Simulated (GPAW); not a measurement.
## Dielectric function and optical constants of CdS (Hawleyite)

Wanted: where CdS (Hawleyite) starts to absorb, how strongly, and its refractive index.

Main program and level: GPAW 26.7.0; DFT, LDA, plane-wave PAW (GPAW data sets), scalar-relativistic, RPA, optical limit.

## (1) The structure

The structure is cubic, space group F-43m (No. 216). Conventional cell: a = 5.833 Å, b = 5.833 Å, c = 5.833 Å, α = 90.00°, β = 90.00°, γ = 90.00°. Nearest to Cd lie 4 S at 2.53 Å. Nearest to S lie 4 Cd at 2.53 Å. Farther neighbours and most contacts between anions are not listed.

## (2) Ground state

First the ground state: is it a metal or has it a gap?

This step: DFT, LDA, plane-wave PAW (GPAW data sets), scalar-relativistic, ground state (GPAW 26.7.0).

Contents of gs.py:

```python
from ase import Atoms
from ase.dft.bandgap import bandgap
from gpaw import GPAW, PW, FermiDirac

atoms = Atoms(['Cd', 'S'],
              cell=[[0.000000000000, 2.916500000000, 2.916500000000],
                    [2.916500000000, 0.000000000000, 2.916500000000],
                    [2.916500000000, 2.916500000000, 0.000000000000]],
              scaled_positions=[[0.000000000000, 0.000000000000, 0.000000000000],
                                [0.750000000000, 0.750000000000, 0.750000000000]],
              pbc=[True, True, True])
atoms.calc = GPAW(mode=PW(500), xc='LDA', kpts={'size': (7, 7, 7), 'gamma': True},
                  occupations=FermiDirac(0.05), maxiter=150, txt='gs.txt')
print('energy (eV)', atoms.get_potential_energy())
print('Fermi level (eV)', atoms.calc.get_fermi_level())
print('valence electrons', atoms.calc.get_number_of_electrons())
print('gap (eV)', bandgap(atoms.calc, output=None)[0])
print('direct gap (eV)', bandgap(atoms.calc, direct=True, output=None)[0])
atoms.calc.write('gs.gpw')
```

Started as:

```
OMP_NUM_THREADS=1 python gs.py
```

Numbers of over 12 decimals in the logs are rounded to 6 here.

Output:

```text
__  _  _
 | _ |_)|_||  |
 |__||  | ||/\| - 26.7.0

Versions:
  Python: 3.12.14
  ASE:    3.29.0
  Numpy:  2.5.5
  Scipy:  1.18.1
  Libxc:  7.0.0

Input parameters:
  mode=PW(ecut=500.0),
  kpts=MonkhorstPack(size=(7, 7, 7), gamma=True),
  maxiter=150,
  occupations=Occupations(name='fermi-dirac', width=0.05, fixmagmom=False),
  xc=XC(name='LDA')

Diagonalizing LCAO Hamiltonian
Converting LCAO to pw mode

                     S

       Cd

Atoms  # Å, Bohr magnetons
|   | symbol |        x |        y |        z |    initial magnetic moments |
| 0 |     Cd | 0.000000 | 0.000000 | 0.000000 | ( 0.0000,  0.0000,  0.0000) |
| 1 |      S | 4.374750 | 4.374750 | 4.374750 | ( 0.0000,  0.0000,  0.0000) |

Unit cell  # Å
| periodic |        x |        y |        z |  lengths |    angles |
|      yes | 0.000000 | 2.916500 | 2.916500 | 4.124554 | 60.000000 |
|      yes | 2.916500 | 0.000000 | 2.916500 | 4.124554 | 60.000000 |
|      yes | 2.916500 | 2.916500 | 0.000000 | 4.124554 | 60.000000 |

Number of symmetries: 24
Symmetry operations  # r_c * U_cc + t_c -> r_c
|    | kind |            matrix            |
|  0 |  E   |  1, 0, 0,  0, 1, 0,  0, 0, 1 |
|  1 |  σ   |  1, 0, 0,  0, 0, 1,  0, 1, 0 |
|  2 |  σ   |  1, 0,-1,  0, 1,-1,  0, 0,-1 |
|  3 |  C3  |  1, 0,-1,  0, 0,-1,  0, 1,-1 |
|  4 |  C3  |  1,-1, 0,  0,-1, 1,  0,-1, 0 |
|  5 |  σ   |  1,-1, 0,  0,-1, 0,  0,-1, 1 |
|  6 |  σ   |  0, 1, 0,  1, 0, 0,  0, 0, 1 |
|  7 |  C3  |  0, 1, 0,  0, 0, 1,  1, 0, 0 |
|  8 |  C2  |  0, 1,-1,  1, 0,-1,  0, 0,-1 |
|  9 |  S4  |  0, 1,-1,  0, 0,-1,  1, 0,-1 |
| 10 |  C3  |  0, 0, 1,  1, 0, 0,  0, 1, 0 |
| 11 |  σ   |  0, 0, 1,  0, 1, 0,  1, 0, 0 |
| 12 |  S4  |  0, 0,-1,  1, 0,-1,  0, 1,-1 |
| 13 |  C3  |  0, 0,-1,  0, 1,-1,  1, 0,-1 |
| 14 |  S4  |  0,-1, 1,  1,-1, 0,  0,-1, 0 |
| 15 |  C2  |  0,-1, 1,  0,-1, 0,  1,-1, 0 |
| 16 |  C3  |  0,-1, 0,  1,-1, 0,  0,-1, 1 |
| 17 |  S4  |  0,-1, 0,  0,-1, 1,  1,-1, 0 |
| 18 |  S4  | -1, 1, 0, -1, 0, 1, -1, 0, 0 |
| 19 |  C3  | -1, 1, 0, -1, 0, 0, -1, 0, 1 |
| 20 |  C3  | -1, 0, 1, -1, 1, 0, -1, 0, 0 |
| 21 |  S4  | -1, 0, 1, -1, 0, 0, -1, 1, 0 |
| 22 |  σ   | -1, 0, 0, -1, 1, 0, -1, 0, 1 |
| 23 |  C2  | -1, 0, 0, -1, 0, 1, -1, 1, 0 |

BZ-sampling:
  Number of BZ points: 343
  Number of IBZ points: 20

  Monkhorst-Pack size: [7, 7, 7]
  Monkhorst-Pack shift: [0, 0, 0]

K-points  # in reciprocal-cell coordinates
|     |                                coordinates |     weight |
|   0 | (  0.00000000,   0.00000000,   0.00000000) | 0.00291545 |
|   1 | (  0.14285714,   0.14285714,   0.00000000) | 0.01749271 |
|   2 | (  0.14285714,   0.14285714,   0.14285714) | 0.02332362 |
|   3 | (  0.28571429,   0.14285714,   0.14285714) | 0.03498542 |
|   4 | (  0.28571429,   0.28571429,   0.00000000) | 0.01749271 |
|   5 | (  0.28571429,   0.28571429,   0.14285714) | 0.06997085 |
|   6 | (  0.28571429,   0.28571429,   0.28571429) | 0.02332362 |
|   7 | (  0.42857143,  -0.28571429,  -0.28571429) | 0.03498542 |
|   8 | (  0.42857143,   0.28571429,  -0.42857143) | 0.13994169 |
|   9 | (  0.42857143,   0.28571429,  -0.28571429) | 0.06997085 |
| ... |                                            |            |
|  19 | (  0.42857143,   0.42857143,   0.42857143) | 0.02332362 |

Plane wave coefficients: 1275
Cutoff: 500.0 eV

Spin-components: 1 (collinear spins)
Bands:           13
Projectors:      11
Spin-degeneracy: 2
Datatype:        complex128

Parallelization:
  kpt:    1
  domain: 1
  band:   1

Density:
  Valence electrons: 18.0
  Components: 1
  Grid points: [24 24 24]
  Charge: 0.0  # |e|

Potential:
  Grid points: [24 24 24]

species:
  Cd:
    name:    Cadmium
    id:
    Z:       48.0
    valence: 12
    core:    36
    charge:  0.0  # [|e|]
    compensation charges:
      type: gauss
      rc: 0.38  # [Å]
      lmax: 2
    cutoffs:
      filter: 2.12  # [Å]
      core: 2.62  # [Å]
    projectors
    | kind |    occ | energy [eV] | rcut [Å] |
    |   5s |  2.000 |      -5.950 |    1.191 |
    |   5p |  0.000 |      -1.328 |    1.228 |
    |   4d | 10.000 |     -11.904 |    1.164 |
    |    s |        |      21.261 |    1.191 |
    |    p |        |      25.883 |    1.228 |
    |    d |        |      15.307 |    1.164 |

    Using partial waves for Cd as LCAO basis

  S:
    name:    Sulfur
    id:
    Z:       16.0
    valence: 6
    core:    10
    charge:  0.0  # [|e|]
    compensation charges:
      type: gauss
      rc: 0.24  # [Å]
      lmax: 2
    cutoffs:
      filter: 1.77  # [Å]
      core: 1.66  # [Å]
    projectors
    | kind |    occ | energy [eV] | rcut [Å] |
    |   3s |  2.000 |     -17.278 |    0.974 |
    |   3p |  4.000 |      -7.106 |    0.979 |
    |    s |        |       9.933 |    0.974 |
    |    p |        |      20.105 |    0.979 |
    |    d |        |       0.000 |    0.900 |

    Using partial waves for S as LCAO basis

Reference energy: -162860.550595  # eV

eigensolver:
  PPCG
  Converge bands: occupied
  niter=2

density mixing:
  MSR1-Mixer
  Pratt-step length: 0.05
  Maximum mixing coefficient: 0.75
  Old densities: 10
  SVD Regularization: 0.005
  Good broyden scale: 1.0
  Trust region scale: 1.0
  Backstep threshold: 4.0
  History deletion threshold: 6.0
  Fourier metric: weight=20.0, sigma=0.015

occupation numbers:
  Fermi-Dirac:
    width: 0.0500  # eV

poisson solver:
  ecut: 4000.0  # eV

xc functional:
  name: None

convergence criteria:
- Maximum [total energy] change in last 3 cyles: 0.0005 eV / valence electron
- Maximum integral of absolute [dens]ity change: 0.0001 electrons / valence electron
- Maximum integral of absolute [eigenst]ate change: 4e-08 eV^2 / valence electron
maximum number of iterations: 150

SCF iterations
|iter     |      energy | eigst |  dens |
|iter:   1||   -8.075692 | -0.35 |       |
|iter:   2||   -7.975935 | -1.96 | -1.15 |
|iter:   3||   -7.611539 | -1.25 | -1.20 |
|iter:   4||   -7.600938 | -2.97 | -1.70 |
|iter:   5||   -7.599137 | -3.47 | -2.16 |
|iter:   6||   -7.599105c| -4.87 | -2.76 |
|iter:   7||   -7.599107c| -6.33 | -3.50 |
|iter:   8||   -7.599107c| -7.61c| -4.38c|

Converged in 8 steps
SCF loop duration: 6.196 s (0.775 s/step)
Energy contributions relative to reference atoms: (reference = -162860.550595)

Energy contributions:
  Kinetic:          14.221356
  Coulomb:         -12.937529
  Zero:              0.095387
  External:          0.000000
  Xc:               -8.978319
  Entropy:          -0.000002
  Spinorbit:         0.000000
  ----------------------------
  Free energy:      -7.599108
  Extrapolated:     -7.599107

dipole moment: (-16.572760, -16.572760, -16.572760)  # |e|*Ang

Fermi level: 3.784
Eigenvalues  # (at kpt = [0.000, 0.000, 0.000])
| band index |      eig [eV] | occ [0-2] |
|          0 |        -9.062 |     2.000 |
|          1 |        -4.402 |     2.000 |
|          2 |        -4.402 |     2.000 |
|          3 |        -4.402 |     2.000 |
|          4 |        -3.909 |     2.000 |
|          5 |        -3.909 |     2.000 |
|          6 |         3.327 |     2.000 |
|          7 |         3.327 |     2.000 |
|          8 |         3.327 |     2.000 |
|          9 |         4.174 |     0.001 |
|         10 |         9.628 |     0.000 |
|         11 |         9.628 |     0.000 |
|         12 |         9.628 |     0.000 |

Gap: 0.847 eV
Transition (v -> c):
  (s=0, k=0, n=8, [0.00, 0.00, 0.00]) -> (s=0, k=0, n=9, [0.00, 0.00, 0.00])
No difference between direct/indirect transitions

--- standard output ---
energy (eV) -7.599107
Fermi level (eV) 3.783677
valence electrons 18.0
gap (eV) 0.846873
direct gap (eV) 0.846873
```

Wall time 7.5 s (1 thread of Arm Neoverse V1, shared host); peak memory 0.16 GiB.

Numbers from this step:

```
energy                 : -7.599 eV
Fermi energy           : 3.784 eV
gap on the k-mesh      : 0.8469 eV
direct gap on the mesh : 0.8469 eV
electrons              : 18
```

There is a gap, 0.85 eV on this mesh (points off the mesh can give less), so no carriers' term is needed.

## (3) Bands for the response

At the fixed density, many empty bands are solved on the mesh of the response, since the spectrum sums over them.

This step: DFT, LDA, plane-wave PAW (GPAW data sets), scalar-relativistic, bands at fixed density (GPAW 26.7.0).

Contents of nscf.py:

```python
from ase.dft.bandgap import bandgap
from gpaw import GPAW, FermiDirac

calc = GPAW('gs.gpw').fixed_density(kpts={'size': (11, 11, 11), 'gamma': True}, nbands=41, convergence={'bands': 35},
                                    occupations=FermiDirac(0.001), txt='nscf.txt')
print('gap (eV)', bandgap(calc, output=None)[0])
print('direct gap (eV)', bandgap(calc, direct=True, output=None)[0])
print('top band over the Fermi level (eV)', min(calc.get_eigenvalues(kpt=k)[34] for k in range(len(calc.get_ibz_k_points()))) - calc.get_fermi_level())
calc.write('full.gpw', mode='all')
```

Started as:

```
OMP_NUM_THREADS=1 python nscf.py
```

Output:

```text
Diagonalizing LCAO Hamiltonian
Converting LCAO to pw mode
convergence criteria:
- Maximum integral of absolute [eigenst]ate change: 4e-08 eV^2 / valence electron
maximum number of iterations: 150

SCF iterations
|iter     |      energy | eigst |  dens |
|iter:   1||             | +3.58 |       |
|iter:   2||             | +2.03 |       |
|iter:   3||             | +1.00 |       |
|iter:   4||             | +0.05 |       |
|iter:   5||             | -0.70 |       |
|iter:   6||             | -1.42 |       |
|iter:   7||             | -2.11 |       |
|iter:   8||             | -2.74 |       |
|iter:   9||             | -3.35 |       |
|iter:  10||             | -4.00 |       |
|iter:  11||             | -4.73 |       |
|iter:  12||             | -5.47 |       |
|iter:  13||             | -6.15 |       |
|iter:  14||             | -6.83 |       |
|iter:  15||             | -7.37 |       |
|iter:  16||             | -7.78c|       |
SCF steps: 16
  __  _  _
 | _ |_)|_||  |
 |__||  | ||/\| - 26.7.0

Versions:
  Python: 3.12.14
  ASE:    3.29.0
  Numpy:  2.5.5
  Scipy:  1.18.1
  Libxc:  7.0.0

Input parameters:
  mode=PW(ecut=500.0),
  convergence={'bands': 35},
  gpts=array([24, 24, 24]),
  kpts=MonkhorstPack(size=(11, 11, 11), gamma=True),
  maxiter=150,
  nbands=41,
  occupations=Occupations(name='fermi-dirac', width=0.001, fixmagmom=False),
  parallel={},
  xc=XC(name='LDA')

--- standard output ---
gap (eV) 0.846873
direct gap (eV) 0.846873
top band over the Fermi level (eV) 31.174387
```

It took 96 s on 1 thread; peak memory 0.22 GiB.

## (4) Dielectric function, RPA

Transitions between filled and empty bands, summed over the zone, give the optical response, so mesh, band count and broadening shape it.

The induced potential is part of this response.

This step: DFT, LDA, plane-wave PAW (GPAW data sets), scalar-relativistic, RPA, optical limit (GPAW 26.7.0).

Contents of df.py:

```python
from gpaw.response.df import DielectricFunction

df = DielectricFunction('full.gpw', frequencies={'type': 'nonlinear', 'domega0': 0.03, 'omega2': 8},
                        ecut=50,
                        eta=0.2,
                        nbands=35,
                        txt='df.txt')
for direction in ['x']:
    df.get_dielectric_function(xc='RPA', direction=direction, filename=f'df_{direction}.csv')
```

Started as:

```
OMP_NUM_THREADS=1 python df.py
```

Output:

```text
Using integrator: PointIntegrator
NonLinearFrequencyDescriptor(from 0.000 to 49.084 eV, 463 points)
Nonperiodic BCs:  [False False False]
Using integrator: PointIntegrator
NonLinearFrequencyDescriptor(from 0.000 to 49.084 eV, 463 points)
Nonperiodic BCs:  [False False False]

Calculating chi0 body with:
    Ground state adapter containing:
    Number of spins: 1
    Number of kpoints: 1331
    Number of irreducible kpoints: 56
    Number of completely occupied states: 9
    Number of partially occupied states: 9

    Linear response parametrization:
    q_c: [0.0, 0.0, 0.0]
    Number of frequency points: 463
    Planewave cutoff: 50.0
    Number of bands: 35
    Number of planewaves: 51
    Broadening (eta): 0.2

Integrating chi0 body.

Symmetries of q_c:
    Direct symmetries (Uq -> q): 24
    Indirect symmetries (TUq -> q): 24
In total 48 allowed symmetries.

56 groups of equivalent kpoints. 95.792637% reduction.

Integral kind: spectral function

Calculating chi0 optical extensions with:
    Ground state adapter containing:
    Number of spins: 1
    Number of kpoints: 1331
    Number of irreducible kpoints: 56
    Number of completely occupied states: 9
    Number of partially occupied states: 9

    Linear response parametrization:
    Number of frequency points: 463
    Planewave cutoff: 50.0
    Number of bands: 35
    Number of planewaves: 51
    Broadening (eta): 0.2
Integrating chi0 head and wings.

Symmetries of q_c:
    Direct symmetries (Uq -> q): 24
    Indirect symmetries (TUq -> q): 24
In total 48 allowed symmetries.

56 groups of equivalent kpoints. 95.792637% reduction.

Integral kind: spectral function wings
```

It took 11 s on 1 thread; peak memory 0.3 GiB.

Numbers from this step:

* electronic dielectric constant ε∞, mean over x, y and z (by symmetry where fewer were run): 6.747

Some rows of df_x.csv (energy; Re and Im without local fields; Re and Im with them):

```text
0.000000, 7.384680, 0.000000, 6.746722, -0.000000
0.555532, 7.725515, 0.480842, 7.083042, 0.479522
1.143969, 7.262767, 0.907623, 6.584988, 0.901356
1.768324, 6.939916, 1.757708, 6.208283, 1.744231
2.431988, 7.376753, 2.497718, 6.560903, 2.433198
3.138794, 7.711667, 3.133328, 6.734237, 2.940310
3.893091, 6.357104, 5.549905, 5.421426, 5.171169
4.699832, 5.716802, 5.354441, 4.421046, 4.755269
5.564682, 4.261756, 8.416915, 3.209128, 6.712217
6.494155, 1.582709, 6.427097, 1.210173, 4.587420
7.495775, -1.227102, 6.900912, 0.412726, 5.144726
8.578281, -2.317996, 3.170083, -1.401541, 3.340526
9.751884, -1.160393, 1.755797, -0.825432, 1.735504
11.028587, -0.593809, 1.676066, -0.165854, 1.464501
12.422601, -0.481220, 1.128376, -0.088375, 1.186220
13.950874, -0.040755, 1.045590, 0.216728, 0.979502
15.633783, 0.028499, 0.611277, 0.207039, 0.586872
17.496047, 0.136059, 0.470671, 0.383686, 0.549733
19.567954, 0.388686, 0.453019, 0.523178, 0.470744
```

The Im ε, E ∥ x has structure finer than the step of the table below, so its rows give means over 1 eV, whole bins alone (the curve runs from 0 to 19.9 eV). Peaks (eV: height): 4.0: 5.32, 5.5: 6.74.

Sum at mesh points, not converged in k; values under the direct gap are tails of Lorentzian lines. Im ε, E ∥ x against photon energy; means over each step:

photon energy (eV), Im ε, E ∥ x and a bar:
```
        1       1.11 ####
        2       1.96 ########
        3       3.15 ###############
        4       4.55 #######################
        5       4.95 #########################
        6       5.83 ##############################
        7       4.90 #########################
        8       4.62 #######################
        9       2.66 ############
       10       1.69 #######
       11       1.47 ######
       12       1.24 ####
       13       0.98 ###
       14       0.94 ###
       15       0.71 #
       16       0.55 #
       17       0.55 
       18       0.50 
       19       0.46
```

The reflectivity at normal incidence, E ∥ x has structure finer than the step of the table below, so its rows give means over 0.5 eV, whole bins alone (the curve runs from 0 to 19.9 eV). Peaks (eV: height): 3.94: 25.2, 5.97: 29.8, 8.39: 38.2, 14.68: 18.0.

Sum at mesh points, not converged in k. Table of reflectivity at normal incidence, E ∥ x by photon energy; means over each step:

photon energy (eV), reflectivity at normal incidence, E ∥ x (%) and a bar from the least value:
```
      0.5       20.5 ###############
      1.0       19.8 ##############
      1.5       20.5 ###############
      2.0       19.8 ##############
      2.5       21.0 ###############
      3.0       21.6 ################
      3.5       23.8 ##################
      4.0       23.9 ##################
      4.5       21.9 ################
      5.0       22.7 #################
      5.5       28.1 #####################
      6.0       29.1 ######################
      6.5       25.3 ###################
      7.0       26.0 ####################
      7.5       29.5 #######################
      8.0       32.3 #########################
      8.5       37.7 ##############################
      9.0       34.5 ###########################
      9.5       34.1 ###########################
     10.0       27.7 #####################
     10.5       24.4 ##################
     11.0       21.3 ###############
     11.5       21.4 ###############
     12.0       20.9 ###############
     12.5       19.2 #############
     13.0       18.8 #############
     13.5       14.4 #########
     14.0       12.9 ########
     14.5       16.8 ###########
     15.0       16.3 ###########
     15.5       12.4 #######
     16.0        9.9 #####
     16.5        7.7 ###
     17.0        6.6 ##
     17.5        6.8 ##
     18.0        6.3 ##
     18.5        5.4 #
     19.0        4.7 
     19.5        4.2
```

The Im ε, E ∥ x has structure finer than the step of the table below, so its rows give means over 0.5 eV, whole bins alone (the curve runs from 0 to 19.9 eV). Peaks (eV: height): without local fields 3.94: 5.65, 5.51: 8.48; with local fields 3.98: 5.32, 5.51: 6.74.

Sum at mesh points, not converged in k; values under the direct gap are tails of Lorentzian lines. Im ε, E ∥ x against photon energy; means over each step:

```csv
photon energy (eV),without local fields,with local fields
0.5,0.465,0.464
1.0,1.12,1.12
1.5,1.75,1.74
2.0,1.83,1.80
2.5,2.53,2.46
3.0,2.99,2.84
3.5,4.56,4.28
4.0,5.21,4.90
4.5,4.77,4.31
5.0,5.42,4.57
5.5,7.99,6.31
6.0,7.92,5.97
6.5,6.68,4.70
7.0,7.32,4.95
7.5,6.76,5.05
8.0,5.37,4.78
8.5,3.40,3.61
9.0,2.56,2.61
9.5,2.03,2.05
10.0,1.76,1.63
10.5,1.71,1.55
11.0,1.66,1.46
11.5,1.48,1.42
12.0,1.18,1.19
12.5,1.09,1.14
13.0,0.911,0.980
13.5,0.860,0.856
14.0,1.02,0.970
14.5,0.855,0.919
15.0,0.653,0.688
15.5,0.612,0.594
16.0,0.576,0.543
16.5,0.521,0.538
17.0,0.524,0.545
17.5,0.471,0.549
18.0,0.364,0.498
18.5,0.351,0.477
19.0,0.387,0.449
19.5,0.450,0.470
```

Sum at mesh points, not converged in k; values under the direct gap are tails of Lorentzian lines. The loss function −Im 1/ε at q → 0, E ∥ x by energy loss; read off at these points:

```csv
energy loss (eV),"loss function −Im 1/ε at q → 0, E ∥ x"
0.00,0
0.50,0.00765
1.00,0.0264
1.50,0.0417
2.00,0.0405
2.50,0.0522
3.00,0.0565
3.50,0.0840
4.00,0.106
4.50,0.108
5.00,0.115
5.50,0.114
6.00,0.153
6.50,0.204
7.00,0.188
7.50,0.193
8.00,0.205
8.50,0.243
9.00,0.337
9.50,0.405
10.00,0.572
10.50,0.611
11.00,0.675
11.50,0.688
12.00,0.846
12.50,0.859
13.00,1.01
13.43,1.17
13.50,1.16
14.00,0.971
14.50,1.07
15.00,1.46
15.34,1.57
15.50,1.54
16.00,1.52
16.50,1.31
17.00,1.17
17.50,1.22
18.00,1.22
18.50,1.09
19.00,1.04
19.50,0.954
```

At chosen wavelengths:

```csv
wavelength (nm),n,k,R (%),1/α
1550,2.65,0.249,20.8,496 nm
633,2.54,0.341,19.6,148 nm
532,2.61,0.414,20.9,102 nm
405,2.61,0.534,21.6,60 nm
365,2.68,0.839,24.7,35 nm
308,2.39,1.097,24.7,22 nm
248,2.29,0.933,21.6,21 nm
```

Below the direct gap, k and the depth come from the tails of the Lorentzian lines, not from transitions.

Rows near the edge hang on the gap, which this functional as a rule makes too small, and phonon-assisted absorption is left out.

## (5) Summary of results

| Quantity | Value |
| --- | --- |
| electronic dielectric constant ε∞, mean over x, y and z (by symmetry where fewer were run) (RPA) | 6.75 |

At this level (LDA, RPA) CdS has ε∞ = 6.75 and n = 2.65 at 1550 nm. On the mesh the gap is 0.85 eV and the least direct gap 0.85 eV. Local fields change the static value along x from 7.38 to 6.75 (-9 %). Excitons and phonon-assisted transitions are missing; LDA gaps are as a rule too small, which pulls the onset down and ε∞ up. In this version of GPAW the matrix elements of the optical limit are incomplete, which can lower ε − 1 by up to a tenth where first-row anions or d states rule, and shift it by more in d metals. The sum runs over mesh points 0.17 Å⁻¹ apart with no interpolation, so peaks are partly noise of the mesh; over so small a direct gap single mesh points weigh heavily, so ε∞, n and their changes from run to run can be far off.

[Machine, clock and banner lines and Python warnings are left out of the logs.]

[Logs are printed without paths, hosts, clocks, repeated set-up lines and the standing remarks that a program may print on its own settings, such as how far it seeks lower states.]

[Hosts, paths, dates, database ids (printed as entryN), source tags and the programs' standing remarks are cut or masked in the printed files.]
